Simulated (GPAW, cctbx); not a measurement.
## By hand: from a DFT structure factor to an extinction distance in MnPb2

MnPb2, P4/mmm (no. 123), a = 3.3459 Å, b = 3.3459 Å, c = 7.1809 Å, α = 90.00°, β = 90.00°, γ = 90.00°.

```csv
atom,mult.,x,y,z
Pb1,2,1/2,1/2,0.7340
Mn1,1,0,0,0
```

The cell comes from substitution in a known structure type and wasn't matched to any measured phase.

A DFT run (GPAW, PBE, 450 eV, 7×7×4 k-points (along the axes of the calculation cell), Fermi–Dirac width 0.1 eV, spin-polarised) gives the static X-ray structure factor of 001 as 7.903 e for the conventional cell; superposed free atoms give 7.770 e. **Problem.** Find the Fourier component V of the crystal potential and the two-beam extinction distance at 80 kV in both cases.

## Step 1: Geometry

The cell volume is Ω = 80.39 Å³ and d(001) = 7.1809 Å, so g = 1/d = 0.1393 Å⁻¹.

## Step 2: The nuclei

Electrons feel nuclei as well as electrons, so the nuclear charges are summed with the same phases.

Phase sums Σ exp(2πi h·x), turned so that the total is real and positive: Pb -0.200, Mn +1.000. Then F_Z = 82 × (-0.200) + 25 × (+1.000) = 8.57 e. The electron term has the same sign for this reflection.

## Step 3: Mott–Bethe

Poisson's equation, term by term, gives V = (e/4πε₀)(F_Z − F)/(πΩg²), with e/4πε₀ = 14.3996 V Å.

The prefactor is 14.3996 × 7.1809²/(π × 80.39) = 2.93996 V per electron. Free atoms: (8.57 − 7.770) × 2.93996 = 2.359 V. Crystal: (8.57 − 7.903) × 2.93996 = 1.968 V. F changes by +1.71 % and V by -16.6 %: the same 0.13 e is measured against F_Z − F = 0.8 e in place of F = 7.8 e.

## Step 4: Extinction distance

In the two-beam case ξ = 1/(λU) with U = 2γm₀eV/h², that is ξ = 150.41 V Å²/(γλV).

At 80 kV, λ = 0.04176 Å and γ = 1.1566. Free atoms: ξ = 1320 Å. Crystal: ξ = 1582 Å. The thickness fringes go as sin²(πt/ξ), so the two patterns slip by a quarter of a period when t|1/ξ₁ − 1/ξ₀| = 1/4, at t ≈ 199 nm. Thermal motion, absorption and many-beam coupling, left out here, change a real pattern.

## Step 5: Answer

V(001) is 1.97 V against 2.36 V, and ξ is 1582 against 1320 Å. Limits: static atoms, two beams; a ferromagnetic start is the only order tried, and the real ground state may be antiferromagnetic or insulating.

[Outputs are excerpts: Python notices, other lines and further rows are left out; steps that failed or that the build refused (PBEsol, TPSS) are not shown.]

[Logs are printed without paths, hosts, clocks, repeated set-up lines and the standing remarks that a program may print on its own settings, such as how far it seeks lower states.]
